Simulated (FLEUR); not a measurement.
# FePt (c factor at fixed volume 1.25 on the database's cell): anisotropy by force theorems, part 2 of 2

Wanted: anisotropy for FePt (c factor at fixed volume 1.25 on the database's cell), with the cost of each step.

FLEUR MaX-R8.1; PBE; all-electron FLAPW, Dirac cores, scalar-relativistic bands.

So far. Step 2 (The magnetic state): After 34 cycles the largest moment stands at 2.84 μB.

**5. Spin–orbit coupling, moments along [001]**

Level of this step: PBE; all-electron FLAPW, Dirac cores, scalar-relativistic bands with spin-orbit coupling (FLEUR).

Spin–orbit coupling ties the spins to the lattice and lets orbital moments form.

A new self-consistent run of the start ferro +, with the moments along z. The k list default-1 (kpts.xml, not shown) is a Γ-centred 23×23×12 mesh.

The input, inp.xml:

```
<?xml version="1.0" encoding="UTF-8" standalone="no"?>
<fleurInput fleurInputVersion="0.39">
   <comment>
      FePt
   </comment>
   <calculationSetup>
      <cutoffs Kmax="3.66" Gmax="11.0" GmaxXC="11.0" numbands="72"/>
      <scfLoop itmax="110" minDistance="0.00002" maxIterBroyd="15" imix="Anderson" alpha="0.05" precondParam="0.0" spinf="2.0" sdNocoIR="T"/>
      <coreElectrons ctail="T" frcor="F" kcrel="0" coretail_lmax="0"/>
      <xcFunctional name="pbe" relativisticCorrections="F"/>
      <magnetism jspins="2"/>
      <soc l_soc="T" theta="0.0" phi="0.0" spav="F"/>
      <expertModes spex="0" secvar="F"/>
      <geometryOptimization l_f="F" forcealpha="1.0" forcemix="BFGS" epsdisp="0.00001" epsforce="0.00001"/>
      <ldaU l_linMix="F" mixParam="0.05" spinf="1.0"/>
   </calculationSetup>
   <cell>
      <bzIntegration valenceElectrons="32.0" mode="hist" fermiSmearingEnergy="0.00183747">
         <kPointListSelection listName="default-1"/>
         <xi:include xmlns:xi="http://www.w3.org/2001/XInclude" href="kpts.xml"> </xi:include>
      </bzIntegration>
      <xi:include xmlns:xi="http://www.w3.org/2001/XInclude" href="sym.xml"> </xi:include>
      <bulkLattice scale="1.0">
         <bravaisMatrix>
            <row-1>    4.6033207775708673     0.0000000000000000     0.0000000000000000</row-1>
            <row-2>    0.0000000000000000     4.6033207775708673     0.0000000000000000</row-2>
            <row-3>    0.0000000000000000     0.0000000000000000     8.7872264793900001</row-3>
         </bravaisMatrix>
      </bulkLattice>
   </cell>
   <atomSpecies>
      <species name="Iron (Fe) 2.800" element="Fe" atomicNumber="26">
         <mtSphere radius="2.24" gridPoints="741" logIncrement="0.016"/>
         <atomicCutoffs lmax="8" lnonsphr="6"/>
         <electronConfig flipSpins="F">
            <coreConfig>(1s1/2) (2s1/2) (2p1/2) (2p3/2)</coreConfig>
            <valenceConfig>(3s1/2) (3p1/2) (3p3/2) (4s1/2) (3d3/2) (3d5/2)</valenceConfig>
            <stateOccupation state="(3d3/2)" spinUp="1.4" spinDown="1.0"/>
            <stateOccupation state="(3d5/2)" spinUp="3.0" spinDown="0.6"/>
         </electronConfig>
         <energyParameters s="4" p="4" d="3" f="4"/>
         <lo type="SCLO" l="0" n="3" eDeriv="0"/>
         <lo type="SCLO" l="1" n="3" eDeriv="0"/>
      </species>
      <species name="Platinum (Pt)" element="Pt" atomicNumber="78">
         <mtSphere radius="2.24" gridPoints="741" logIncrement="0.018"/>
         <atomicCutoffs lmax="8" lnonsphr="6"/>
         <electronConfig flipSpins="F">
            <coreConfig>(1s1/2) (2s1/2) (2p1/2) (2p3/2) (3s1/2) (3p1/2) (3p3/2) (4s1/2) (3d3/2) (3d5/2) (4p1/2) (4p3/2) (5s1/2) (4d3/2) (4d5/2) (4f5/2) (4f7/2)</coreConfig>
            <valenceConfig>(5p1/2) (5p3/2) (6s1/2) (5d3/2) (5d5/2)</valenceConfig>
            <stateOccupation state="(6s1/2)" spinUp="0.500000" spinDown="0.500000"/>
            <stateOccupation state="(5d3/2)" spinUp="1.800000" spinDown="1.800000"/>
            <stateOccupation state="(5d5/2)" spinUp="2.700000" spinDown="2.700000"/>
         </electronConfig>
         <energyParameters s="6" p="6" d="5" f="5"/>
         <lo type="SCLO" l="1" n="5" eDeriv="0"/>
      </species>
   </atomSpecies>
   <atomGroups>
      <atomGroup species="Iron (Fe) 2.800">
         <relPos label="                   1">.0000000000 .0000000000 .0000000000</relPos>
         <force calculate="T" relaxXYZ="TTT"/>
      </atomGroup>
      <atomGroup species="Platinum (Pt)">
         <relPos label="                   2">1.000/2.000 1.000/2.000 1.000/2.000</relPos>
         <force calculate="T" relaxXYZ="TTT"/>
      </atomGroup>
   </atomGroups>
   <output dos="F" band="F" slice="F">
      <bandDOS minEnergy="-.5*Htr" maxEnergy="0.5*Htr" sigma="0.015" storeEVData="T"/>
      <plotting iplot="0" polar="F">
         <plot TwoD="T" vec1="  1.0  0.0  0.0" vec2="  0.0  1.0  0.0" vec3="  0.0  0.0  1.0" zero="  0.0  0.0  0.0" file="plot"/>
      </plotting>
      <moessbauerParams electricFieldGradient="F" isomerShift="F" coreHyperfine="F" valenceHyperfine="F"/>
   </output>
</fleurInput>
```

The input, crystal.txt:

```
FePt
&input film=F cartesian=F /
2.43597245000  0.00000000000  0.00000000000
0.00000000000  2.43597245000  0.00000000000
0.00000000000  0.00000000000  4.65000000000
1.8897261246
1.0 1.0 1.0

2
26 0.00000000000  0.00000000000  0.00000000000 : 2.800
78 0.50000000000  0.50000000000  0.50000000000

&soc 0.0000000 0.0000000 /
&kpt div1=23 div2=23 div3=12 gamma=T /
```

Started as:

```console
$ OMP_NUM_THREADS=1 inpgen -f crystal.txt > inpgen.log  # inp.xml is then edited as shown
$ OMP_NUM_THREADS=1 mpirun -n 4 fleur_MPI > fleur.log
```

Output:

```text
[banner, memory and clock lines left out]
Welcome to FLEUR        (www.flapw.de)
      MaX-Release 8.1          (www.max-centre.eu)

 ========== k-point set info ==========
 Selected k-point list: default-1
 k-point list type: mesh
 0 x 0 x 0
 Number of k points: 932

 [... set-up left out ...]
 Iteration:     1   Distance:      52.02548625 me/bohr^3
 Iteration:     2   Distance:      15.21165955 me/bohr^3
 Iteration:     3   Distance:      13.46924919 me/bohr^3
 Iteration:     4   Distance:       6.48973730 me/bohr^3
 Iteration:     5   Distance:       5.19192873 me/bohr^3
 Iteration:     6   Distance:       2.57180988 me/bohr^3
 Iteration:     7   Distance:       1.96167771 me/bohr^3
 Iteration:     8   Distance:       0.86576409 me/bohr^3
 Iteration:     9   Distance:       0.73021020 me/bohr^3
 Iteration:    10   Distance:       0.27821987 me/bohr^3
 Iteration:    11   Distance:       0.20532279 me/bohr^3
 Iteration:    12   Distance:       0.03878411 me/bohr^3
 Iteration:    13   Distance:       0.03836663 me/bohr^3
 Iteration:    14   Distance:       0.02576746 me/bohr^3
[... lines left out ...]
 Iteration:    20   Distance:       0.00280191 me/bohr^3
 Iteration:    21   Distance:       0.00120920 me/bohr^3
 Iteration:    22   Distance:       0.00056365 me/bohr^3
 Iteration:    23   Distance:       0.00064559 me/bohr^3
 Iteration:    24   Distance:       0.00008961 me/bohr^3
 Iteration:    25   Distance:       0.00004120 me/bohr^3
 Iteration:    26   Distance:       0.00001991 me/bohr^3

 ********************************************************************
 Run finished successfully
 Stop message:
   all done
 ********************************************************************

--- out.xml (last complete iteration) ---
<iteration numberForCurrentRun="   26" overallNumber="   26">
         [... left out ...]
         <bandgap value="0.0000000000" units="eV"/>
         <sumValenceSingleParticleEnergies value="-17.1483446027" units="Htr"/>
         <FermiEnergy value="0.4654434860" units="Htr"/>
         [... left out ...]
         <magneticMomentsInMTSpheres units="muBohr">
            <globalMagMoment atomType="1" vec="0.00000   0.00000   2.80817"/>
            <globalMagMoment atomType="2" vec="0.00000   0.00000   0.15987"/>
         </magneticMomentsInMTSpheres>
         <orbitalMomentsInMTSpheres units="muBohr">
            <globalMagMoment atomType="1" vec="0.00000   0.00000   0.06247"/>
            <globalMagMoment atomType="2" vec="0.00000   0.00000   0.01595"/>
         </orbitalMomentsInMTSpheres>
         [... left out ...]
         <totalEnergy value="   -19719.5453358245" units="Htr">
            <sumOfEigenvalues value="   -12057.8406880759">
               <coreElectrons value="-12040.6923434732"/>
               <valenceElectrons value="-17.1483446027"/>
            </sumOfEigenvalues>
         [... left out ...]
            <freeEnergy value="-19719.5458384705"/>
            <extrapolationTo0K value="-19719.5455871475"/>
         </totalEnergy>
         <densityConvergence units="me/bohr^3">
            <chargeDensity spin="1" distance="0.0000134570"/>
            <chargeDensity spin="2" distance="0.0000131659"/>
            <overallChargeDensity distance="0.0000199089"/>
            <spinDensity distance="0.0000176778"/>
         </densityConvergence>
      </iteration>
```

Run time: 6.9 min. Hardware: 4 MPI ranks of Arm Neoverse V2, shared host; peak memory 0.95 GiB.

Numbers from this step:

```yaml
free_energy: -536596.1784 eV
program_s_band_gap_on_this_mesh_in_a_metal_only_a_level_spacing: 0 eV
magnetization: 2.908 μB
final_state: ferromagnetic
largest_moment: 2.808 μB
orbital_moment_along_the_spin: 0.06247 μB
```

Orbital moment in the sphere, along the spin axis by atom:

```tsv
atom	orbital moment in the sphere, along the spin axis (μB)
Fe1	0.0625
Pt2	0.0159
```

**6. Outcome**

| Quantity | Value |
| --- | --- |
| reference state | ferromagnetic |
| largest sphere moment | 2.84 μB |
| easy direction of those tried | the plane normal to [001] |
| energy along [100] less [001], force theorem | -0.332 meV a primitive cell |
| orbital moment on the atom of largest spin, along its spin (spin–orbit run) | 0.0625 μB |

By the force theorem the moments prefer the plane normal to [001], with no direction in it resolved; shape anisotropy is not in it. The difference for the second direction goes from -0.35 meV (mesh 16×16×8, 72 states, 4.4 min of CPU time) to -0.33 meV (mesh 23×23×12, 72 states, 13 min). The orbital moment is parallel to the spin. The state was typed, and no other order was converged beside it, so it need not be the ground state.

[Logs and program files are shortened in this print: banners, set-up blocks, solver, clock and traceback lines can be left out without a mark of their own.]

[Logs are printed without paths, hosts, clocks, repeated set-up lines and the standing remarks that a program may print on its own settings, such as how far it seeks lower states.]

[Hosts, paths, dates, database ids (printed as entryN), source tags and the programs' standing remarks are cut or masked in the printed files.]

[Where a cell is said to come from a database of computed structures, the database is the Materials Project.]
